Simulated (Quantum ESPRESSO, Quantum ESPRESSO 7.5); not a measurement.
**Al(100), stepped through the number of layers**

Wanted: a table for Al(100) against the number of layers, and what can be fitted to it.

Program: Quantum ESPRESSO 7.5. Level of theory: plane-wave DFT, PBE, GBRV ultrasoft pseudopotentials. Results are calculated unless marked as measured.

The experiments to compare with:

For Al (clean (100) face), “Properties of real metallic surfaces: Effects of density functional semilocality and van der Waals nonlocality” (2017, arxiv:1702.08515) quotes earlier work: work function (clean (100) face) 4.32 eV.

## 1. The starting structure

The structure is cubic, space group Fm-3m (No. 225). Conventional cell: a = 4.050 Å, b = 4.050 Å, c = 4.050 Å, α = 90.00°, β = 90.00°, γ = 90.00°. Nearest to Al lie 12 Al at 2.86 Å.

Set-up: Symmetric 1×1 slabs with 16 Å of vacuum in the starting cell; the two outer layers of each face relax in a periodic cell and the inner ones are held; a run under open boundaries (ESM, bc1) then gives the work function. Cold smearing of 0.02 Ry, one mesh for all thicknesses. The slabs take the lattice constants of the bulk relaxed by the same program.

Members 6, 7, 8 and 10 took the same steps and show in the table alone.

## 2. Variable-cell relaxation of the reference

The bulk crystal is relaxed in cell and atoms; the members are built on its lattice constants.

The input, ref.vc.in:

```
&control
  prefix = 'ref.vc'
  outdir = './out'
  pseudo_dir = './pseudo'
  nstep = 40
  forc_conv_thr = 0.0003
  calculation = 'vc-relax'
/
&system
  ibrav = 0
  nat = 1
  ntyp = 1
  ecutwfc = 50
  ecutrho = 250
  occupations = 'smearing'
  smearing = 'mv'
  degauss = 0.02
/
&electrons
  conv_thr = 1e-09
  mixing_beta = 0.4
  electron_maxstep = 120
/
&ions
/
&cell
  press_conv_thr = 0.3
/
ATOMIC_SPECIES
  Al  26.9815  al_pbe_v1.uspp.F.UPF
CELL_PARAMETERS angstrom
  0.00000000000000 2.02500000000000 2.02500000000000
  2.02500000000000 0.00000000000000 2.02500000000000
  2.02500000000000 2.02500000000000 0.00000000000000
ATOMIC_POSITIONS crystal
  Al  0.000000000000 0.000000000000 0.000000000000
K_POINTS automatic
  17 17 17 0 0 0
```

Launch:

```bash
OMP_NUM_THREADS=1 mpirun -n 4 pw.x -nk 4 -in ref.vc.in > ref.vc.out
```

What it wrote:

```text
Program PWSCF v.7.5 starts
[citation notice left out]

     Parallel version (MPI & OpenMP), running on       4 processor cores
     Number of MPI processes:                 4
     Threads/MPI process:                     1

     MPI processes distributed on     1 nodes
[...]
Current dimensions of program PWSCF are:
     Max number of different atomic species (ntypx) = 10
     Max number of k-points (npk) =  40000
     Max angular momentum in pseudopotentials (lmaxx) =  4
     Message from routine setup:
     using ibrav=0 with symmetry is DISCOURAGED, use correct ibrav instead

     K-points division:     npool     =       4
     Subspace diagonalization in iterative solution of the eigenvalue problem:
     a serial algorithm will be used

     G-vector sticks info
     --------------------
     sticks:   dense  smooth     PW     G-vecs:    dense   smooth      PW
     Sum         499     409    127                 7391     5329     965

     Using Slab Decomposition

     bravais-lattice index     =            0
     lattice parameter (alat)  =       5.4118  a.u.
     unit-cell volume          =     112.0732 (a.u.)^3
     number of atoms/cell      =            1
     number of atomic types    =            1
     number of electrons       =         3.00
     number of Kohn-Sham states=            6
     kinetic-energy cutoff     =      50.0000  Ry
     charge density cutoff     =     250.0000  Ry
     scf convergence threshold =      1.0E-09
     mixing beta               =       0.4000
     number of iterations used =            8  plain     mixing
     energy convergence thresh.=      1.0E-04
     force convergence thresh. =      3.0E-04
     press convergence thresh. =      3.0E-01
     Exchange-correlation= SLA  PW   PBE  PBE
                           (   1   4   3   4   0   0   0)
     nstep                     =           40

     celldm(1)=   5.411765  celldm(2)=   0.000000  celldm(3)=   0.000000
     celldm(4)=   0.000000  celldm(5)=   0.000000  celldm(6)=   0.000000

     crystal axes: (cart. coord. in units of alat)
               a(1) = (   0.000000   0.707107   0.707107 )
               a(2) = (   0.707107   0.000000   0.707107 )
               a(3) = (   0.707107   0.707107   0.000000 )

     reciprocal axes: (cart. coord. in units 2 pi/alat)
               b(1) = ( -0.707107  0.707107  0.707107 )
               b(2) = (  0.707107 -0.707107  0.707107 )
               b(3) = (  0.707107  0.707107 -0.707107 )

     PseudoPot. # 1 for Al read from file:
     ./pseudo/al_pbe_v1.uspp.F.UPF
     Pseudo is Ultrasoft + core correction, Zval =  3.0
     Generated by new atomic code, or converted to UPF format
     Using radial grid of  893 points,  3 beta functions with:
                l(1) =   0
                l(2) =   1
                l(3) =   2
     Q(r) pseudized with  8 coefficients,  rinner =    0.900   0.900   0.900
                                                       0.900   0.900

     atomic species   valence    mass     pseudopotential
     Al                3.00    26.98150     Al( 1.00)

     48 Sym. Ops., with inversion, found

   Cartesian axes

     site n.     atom                  positions (alat units)
         1        Al     tau(   1) = (   0.0000000   0.0000000   0.0000000  )

     number of k points=   165  Marzari-Vanderbilt smearing, width (Ry)=  0.0200

     Number of k-points >= 100: set verbosity='high' to print them.

     Dense  grid:     7391 G-vectors     FFT dimensions: (  27,  27,  27)

     Smooth grid:     5329 G-vectors     FFT dimensions: (  25,  25,  25)

     Estimated max dynamical RAM per process >      10.02 MB

     Estimated total dynamical RAM >      34.65 MB

     Initial potential from superposition of free atoms

     starting charge       2.9975, renormalised to       3.0000
     Starting wfcs are    4 randomized atomic wfcs +    2 random wfcs

     total cpu time spent up to now is        0.3 secs

     per-process dynamical memory:    11.0 Mb

     Self-consistent Calculation

     iteration #  1     ecut=    50.00 Ry     beta= 0.40
     Davidson diagonalization with overlap
     ethr =  1.00E-02,  avg # of iterations =  5.5

     Threshold (ethr) on eigenvalues was too large:
     Diagonalizing with lowered threshold

     Davidson diagonalization with overlap
     ethr =  2.07E-04,  avg # of iterations =  2.2

     total cpu time spent up to now is        0.9 secs

     total energy              =      -6.70846005 Ry
     estimated scf accuracy    <       0.00619770 Ry

     iteration #  2     ecut=    50.00 Ry     beta= 0.40
[...]
total energy              =      -6.70782064 Ry
     estimated scf accuracy    <       0.00200173 Ry

     iteration #  3     ecut=    50.00 Ry     beta= 0.40
[...]
total energy              =      -6.70789330 Ry
     estimated scf accuracy    <       0.00000515 Ry

     iteration #  4     ecut=    50.00 Ry     beta= 0.40
[...]
total energy              =      -6.70789416 Ry
     estimated scf accuracy    <       0.00000007 Ry

     iteration #  5     ecut=    50.00 Ry     beta= 0.40
[...]
total energy              =      -6.70789416 Ry
     estimated scf accuracy    <          3.2E-09 Ry

     iteration #  6     ecut=    50.00 Ry     beta= 0.40
[...]
End of self-consistent calculation

     Number of k-points >= 100: set verbosity='high' to print the bands.

     the Fermi energy is     7.8265 ev

!    total energy              =      -6.70789416 Ry
     estimated scf accuracy    <          6.9E-11 Ry
     smearing contrib. (-TS)   =       0.00012297 Ry
     internal energy E=F+TS    =      -6.70801713 Ry

     The total energy is F=E-TS. E is the sum of the following terms:
     one-electron contribution =       2.96505471 Ry
     hartree contribution      =       0.00835307 Ry
     xc contribution           =      -4.28985930 Ry
     ewald contribution        =      -5.39156561 Ry

     convergence has been achieved in   6 iterations

     Forces acting on atoms (cartesian axes, Ry/au):

     atom    1 type  1   force =     0.00000000    0.00000000    0.00000000

     Total force =     0.000000     Total SCF correction =     0.000000

     Computing stress (Cartesian axis) and pressure

          total   stress  (Ry/bohr**3)                   (kbar)     P=       -6.07
[...]
estimated scf accuracy    <          2.3E-12 Ry
     smearing contrib. (-TS)   =       0.00011864 Ry
     internal energy E=F+TS    =      -6.70803110 Ry

     The total energy is F=E-TS. E is the sum of the following terms:
     one-electron contribution =       2.98314045 Ry
     hartree contribution      =       0.00840632 Ry
     xc contribution           =      -4.29406417 Ry
     ewald contribution        =      -5.40551371 Ry

     convergence has been achieved in   4 iterations

     Forces acting on atoms (cartesian axes, Ry/au):

     atom    1 type  1   force =     0.00000000    0.00000000    0.00000000

     Total force =     0.000000     Total SCF correction =     0.000000

     Computing stress (Cartesian axis) and pressure

          total   stress  (Ry/bohr**3)                   (kbar)     P=       -0.10
  -0.00000070   0.00000000   0.00000000           -0.10        0.00        0.00
  -0.00000000  -0.00000070  -0.00000000           -0.00       -0.10       -0.00
  -0.00000000  -0.00000000  -0.00000070           -0.00       -0.00       -0.10

     Energy error            =      6.8E-06 Ry
     Gradient error          =      0.0E+00 Ry/Bohr
     Cell gradient error     =      1.0E-01 kbar

     bfgs converged in   3 scf cycles and   2 bfgs steps
     (criteria: energy <  1.0E-04 Ry, force <  3.0E-04 Ry/Bohr, cell <  3.0E-01 kbar)

     End of BFGS Geometry Optimization

     Final enthalpy           =      -6.7079124680 Ry

     File ./out/ref.vc.bfgs deleted, as requested
Begin final coordinates
     new unit-cell volume =    111.20785 a.u.^3 (    16.47930 Ang^3 )
     density =      2.71879 g/cm^3

CELL_PARAMETERS (angstrom)
   0.000000000   2.019774799   2.019774799
   2.019774799   0.000000000   2.019774799
   2.019774799   2.019774799  -0.000000000

ATOMIC_POSITIONS (crystal)
Al               0.0000000000        0.0000000000        0.0000000000
End final coordinates

[...]
Final scf calculation at the relaxed structure.
     The G-vectors are recalculated for the final unit cell
     Results may differ from those at the preceding step.

     G-vector sticks info
     --------------------
     sticks:   dense  smooth     PW     G-vecs:    dense   smooth      PW
     Sum         499     397    127                 7391     5209     965

     Using Slab Decomposition

     bravais-lattice index     =            0
     lattice parameter (alat)  =       5.4118  a.u.
     unit-cell volume          =     111.2078 (a.u.)^3
     number of atoms/cell      =            1
     number of atomic types    =            1
     number of electrons       =         3.00
     number of Kohn-Sham states=            6
     kinetic-energy cutoff     =      50.0000  Ry
     charge density cutoff     =     250.0000  Ry
     scf convergence threshold =      1.0E-11
     mixing beta               =       0.4000
     number of iterations used =            8  plain     mixing
     press convergence thresh. =      3.0E-01
     Exchange-correlation= SLA  PW   PBE  PBE
                           (   1   4   3   4   0   0   0)

     celldm(1)=   5.411765  celldm(2)=   0.000000  celldm(3)=   0.000000
     celldm(4)=   0.000000  celldm(5)=   0.000000  celldm(6)=   0.000000

     crystal axes: (cart. coord. in units of alat)
               a(1) = (   0.000000   0.705282   0.705282 )
               a(2) = (   0.705282   0.000000   0.705282 )
               a(3) = (   0.705282   0.705282  -0.000000 )

     reciprocal axes: (cart. coord. in units 2 pi/alat)
               b(1) = ( -0.708936  0.708936  0.708936 )
               b(2) = (  0.708936 -0.708936  0.708936 )
               b(3) = (  0.708936  0.708936 -0.708936 )

     PseudoPot. # 1 for Al read from file:
     ./pseudo/al_pbe_v1.uspp.F.UPF
     Pseudo is Ultrasoft + core correction, Zval =  3.0
     Generated by new atomic code, or converted to UPF format
     Using radial grid of  893 points,  3 beta functions with:
                l(1) =   0
                l(2) =   1
                l(3) =   2
     Q(r) pseudized with  8 coefficients,  rinner =    0.900   0.900   0.900
                                                       0.900   0.900

     atomic species   valence    mass     pseudopotential
     Al                3.00    26.98150     Al( 1.00)

     48 Sym. Ops., with inversion, found

   Cartesian axes

     site n.     atom                  positions (alat units)
         1        Al     tau(   1) = (   0.0000000   0.0000000   0.0000000  )

     number of k points=   165  Marzari-Vanderbilt smearing, width (Ry)=  0.0200

     Number of k-points >= 100: set verbosity='high' to print them.

     Dense  grid:     7391 G-vectors     FFT dimensions: (  27,  27,  27)

     Smooth grid:     5209 G-vectors     FFT dimensions: (  25,  25,  25)

     Estimated max dynamical RAM per process >      10.05 MB

     Estimated total dynamical RAM >      34.79 MB

     Initial potential from superposition of free atoms

     starting charge       2.9975, renormalised to       3.0000
     Starting wfcs are    4 randomized atomic wfcs +    2 random wfcs

     total cpu time spent up to now is        4.1 secs

     per-process dynamical memory:    12.8 Mb

     Self-consistent Calculation

     iteration #  1     ecut=    50.00 Ry     beta= 0.40
     Davidson diagonalization with overlap
     c_bands:  2 eigenvalues not converged
     c_bands:  1 eigenvalues not converged
     c_bands:  1 eigenvalues not converged
     c_bands:  1 eigenvalues not converged
     c_bands:  1 eigenvalues not converged
     c_bands:  1 eigenvalues not converged
     c_bands:  1 eigenvalues not converged
     c_bands:  1 eigenvalues not converged
     c_bands:  1 eigenvalues not converged
     c_bands:  1 eigenvalues not converged
     c_bands:  2 eigenvalues not converged
     c_bands:  2 eigenvalues not converged
     c_bands:  1 eigenvalues not converged
     c_bands:  1 eigenvalues not converged
     c_bands:  1 eigenvalues not converged
     c_bands:  1 eigenvalues not converged
     ethr =  1.00E-06,  avg # of iterations = 14.3

     total cpu time spent up to now is        5.0 secs

     total energy              =      -6.70848632 Ry
     estimated scf accuracy    <       0.00618203 Ry

[...]
iteration #  7     ecut=    50.00 Ry     beta= 0.40
[...]
End of self-consistent calculation

     Number of k-points >= 100: set verbosity='high' to print the bands.

     the Fermi energy is     7.9081 ev

!    total energy              =      -6.70791235 Ry
     estimated scf accuracy    <          5.6E-14 Ry
     smearing contrib. (-TS)   =       0.00011864 Ry
     internal energy E=F+TS    =      -6.70803098 Ry

     The total energy is F=E-TS. E is the sum of the following terms:
     one-electron contribution =       2.98314054 Ry
     hartree contribution      =       0.00840633 Ry
     xc contribution           =      -4.29406415 Ry
     ewald contribution        =      -5.40551371 Ry

     convergence has been achieved in   7 iterations

     Forces acting on atoms (cartesian axes, Ry/au):

     atom    1 type  1   force =     0.00000000    0.00000000    0.00000000

     Total force =     0.000000     Total SCF correction =     0.000000

     Computing stress (Cartesian axis) and pressure

          total   stress  (Ry/bohr**3)                   (kbar)     P=       -0.10
  -0.00000070   0.00000000  -0.00000000           -0.10        0.00       -0.00
   0.00000000  -0.00000070   0.00000000            0.00       -0.10        0.00
  -0.00000000   0.00000000  -0.00000070           -0.00        0.00       -0.10

[...]
=------------------------------------------------------------------------------=
   JOB DONE.
=------------------------------------------------------------------------------=
```

It took 6.8 s on 4 MPI ranks of Arm Neoverse V1, shared host; peak memory 0.19 GiB.

The steps of the relaxation:

| step | energy less that of the first step (eV) | largest force (eV/Å) | volume (Å³) |
| --- | --- | --- | --- |
| 1 | 0.0000 | 0.0000 | 16.61 |
| 2 | -0.0002 | 0.0000 | 16.56 |
| 3 | -0.0002 | 0.0000 | 16.48 |
| 4 | -0.0002 | 0.0000 | 16.48 |

| conventional cell, symmetrised | before | after | change |
| --- | --- | --- | --- |
| a (Å) | 4.050 | 4.040 | -0.3 % |
| b (Å) | 4.050 | 4.040 | -0.3 % |
| c (Å) | 4.050 | 4.040 | -0.3 % |
| volume (Å³/atom) | 16.61 | 16.48 | -0.8 % |

The relaxed structure:

```xyz
1
Lattice="0.0000 2.0198 2.0198 2.0198 0.0000 2.0198 2.0198 2.0198 0.0000" Properties=species:S:1:pos:R:3 pbc="T T T"
Al    0.0000    0.0000    0.0000
```

 The last row is no step: it is a fresh SCF in the final cell with a new plane-wave basis, +0 meV from the row before.

Numbers from this step:

```
free energy  : -91.2658 eV
Fermi energy : 7.908 eV
```

## 3. SCF with pw.x of the reference

A bulk run at that cell gives the reference energy and levels.

The input, ref.bulk.in:

```
&control
  prefix = 'ref.bulk'
  outdir = './out'
  pseudo_dir = './pseudo'
  calculation = 'scf'
  tprnfor = .true.
/
&system
  ibrav = 0
  nat = 1
  ntyp = 1
  ecutwfc = 40
  ecutrho = 200
  occupations = 'smearing'
  smearing = 'mv'
  degauss = 0.02
/
&electrons
  conv_thr = 1e-09
  mixing_beta = 0.4
  electron_maxstep = 120
/
ATOMIC_SPECIES
  Al  26.9815  al_pbe_v1.uspp.F.UPF
CELL_PARAMETERS angstrom
  0.00000000000000 2.01977479900000 2.01977479900000
  2.01977479900000 0.00000000000000 2.01977479900000
  2.01977479900000 2.01977479900000 0.00000000000000
ATOMIC_POSITIONS crystal
  Al  0.000000000000 0.000000000000 0.000000000000
K_POINTS automatic
  17 17 17 0 0 0
```

Launch:

```bash
OMP_NUM_THREADS=1 mpirun -n 4 pw.x -nk 4 -in ref.bulk.in > ref.bulk.out
```

What it wrote:

```text
[banner, memory and clock lines left out]
Program PWSCF v.7.5 starts
[citation notice left out]

[...]
Message from routine setup:
[...]
bravais-lattice index     =            0
     lattice parameter (alat)  =       5.3978  a.u.
     unit-cell volume          =     111.2078 (a.u.)^3
     number of atoms/cell      =            1
     number of atomic types    =            1
     number of electrons       =         3.00
     number of Kohn-Sham states=            6
     kinetic-energy cutoff     =      40.0000  Ry
     charge density cutoff     =     200.0000  Ry
     scf convergence threshold =      1.0E-09
     mixing beta               =       0.4000
     number of iterations used =            8  plain     mixing
     Exchange-correlation= SLA  PW   PBE  PBE
                           (   1   4   3   4   0   0   0)

[...]
PseudoPot. # 1 for Al read from file:
     ./pseudo/al_pbe_v1.uspp.F.UPF
     Pseudo is Ultrasoft + core correction, Zval =  3.0
     Generated by new atomic code, or converted to UPF format
     Using radial grid of  893 points,  3 beta functions with:
                l(1) =   0
                l(2) =   1
                l(3) =   2
     Q(r) pseudized with  8 coefficients,  rinner =    0.900   0.900   0.900
                                                       0.900   0.900

     atomic species   valence    mass     pseudopotential
     Al                3.00    26.98150     Al( 1.00)

     48 Sym. Ops., with inversion, found

[...]
number of k points=   165  Marzari-Vanderbilt smearing, width (Ry)=  0.0200

     Number of k-points >= 100: set verbosity='high' to print them.

     Dense  grid:     5209 G-vectors     FFT dimensions: (  25,  25,  25)

     Smooth grid:     3839 G-vectors     FFT dimensions: (  24,  24,  24)

     Initial potential from superposition of free atoms

     starting charge       2.9975, renormalised to       3.0000
     Starting wfcs are    4 randomized atomic wfcs +    2 random wfcs

     per-process dynamical memory:     9.1 Mb

     Self-consistent Calculation

     iteration #  1     ecut=    40.00 Ry     beta= 0.40
     Davidson diagonalization with overlap
     ethr =  1.00E-02,  avg # of iterations =  5.6

     Threshold (ethr) on eigenvalues was too large:
     Diagonalizing with lowered threshold

     Davidson diagonalization with overlap
     ethr =  2.07E-04,  avg # of iterations =  2.0

     total energy              =      -6.70847423 Ry
     estimated scf accuracy    <       0.00619482 Ry

     iteration #  2     ecut=    40.00 Ry     beta= 0.40
[...]
total energy              =      -6.70783293 Ry
     estimated scf accuracy    <       0.00200291 Ry

     iteration #  3     ecut=    40.00 Ry     beta= 0.40
[...]
total energy              =      -6.70790517 Ry
     estimated scf accuracy    <       0.00000515 Ry

     iteration #  4     ecut=    40.00 Ry     beta= 0.40
[...]
c_bands:  1 eigenvalues not converged
     c_bands:  1 eigenvalues not converged
[...]
total energy              =      -6.70790602 Ry
     estimated scf accuracy    <       0.00000007 Ry

     iteration #  5     ecut=    40.00 Ry     beta= 0.40
[...]
total energy              =      -6.70790603 Ry
     estimated scf accuracy    <          2.8E-09 Ry

     iteration #  6     ecut=    40.00 Ry     beta= 0.40
[...]
End of self-consistent calculation

     Number of k-points >= 100: set verbosity='high' to print the bands.

     the Fermi energy is     7.9082 ev

!    total energy              =      -6.70790603 Ry
     estimated scf accuracy    <          5.8E-11 Ry
     smearing contrib. (-TS)   =       0.00011863 Ry
     internal energy E=F+TS    =      -6.70802466 Ry

     The total energy is F=E-TS. E is the sum of the following terms:
     one-electron contribution =       2.98313788 Ry
     hartree contribution      =       0.00840648 Ry
     xc contribution           =      -4.29405526 Ry
     ewald contribution        =      -5.40551376 Ry

     convergence has been achieved in   6 iterations

     Forces acting on atoms (cartesian axes, Ry/au):

     atom    1 type  1   force =     0.00000000    0.00000000    0.00000000

     Total force =     0.000000     Total SCF correction =     0.000000

[...]
```

Run time: 2.4 s. Hardware: 4 MPI ranks; peak memory 0.18 GiB; 9.4 s of CPU time.

This step gave:

* free energy: -91.2657 eV

[end of part 1 of 7]

[Logs are printed without paths, hosts, clocks, repeated set-up lines and the standing remarks that a program may print on its own settings, such as how far it seeks lower states.]

[Hosts, paths, dates, database ids (printed as entryN), source tags and the programs' standing remarks are cut or masked in the printed files.]

[Maps of the electrostatic potential energy from Ansatz leave out the sawtooth potential of an applied field or a dipole correction, so their vacuum need not be flat; planar profiles and work functions include it.]
